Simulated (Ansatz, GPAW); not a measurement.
# Polarising 1T-VSSe monolayer with a field along the normal

The dipole of the cell at several fields, atoms fixed. What does the strongest field give, and what length does the slope stand for?

**Method.** GPAW 26.7.0, plane waves (400 eV), PAW setups, PBE, 12×12 mesh, a dipole layer in the vacuum; geometry relaxed without an applied field with Ansatz 0.2.0. The cell's area is 9.29 Å², and e/ε0 = 180.95 V Å.

The runs, one held back:

| field (V/Å) | dipole (e Å) |
| --- | --- |
| −0.2 | −0.0782 |
| −0.1 | −0.0517 |
| −0.05 | −0.0384 |
| 0.05 | −0.0118 |
| 0.1 | 0.0015 |
| 0.2 | 0.0281 |
| 0.3 | ? |

Q: What is the dipole at 0.3 V/Å?

**Working.** A line through the 6 points has the slope α = 0.266 e Å per V/Å and the intercept p₀ = −0.0251 e Å (r.m.s. residual 2.7e−05). At 0.3 V/Å it gives p = −0.0251 + 0.266 × 0.3 = 0.0547 e Å; the run gives 0.0548 e Å, so the response stays linear to 0.1 % of the induced part. Dividing by ε0 and the area: α/(ε0 A) = 0.266 × 180.95 / 9.29 = 5.18 Å, against 3.03 Å between the outer nuclei.

**Limits.** This is the electronic response alone; ions that move would add to it in polar layers. Spin-polarised runs started from parallel moments; another order may lie lower.
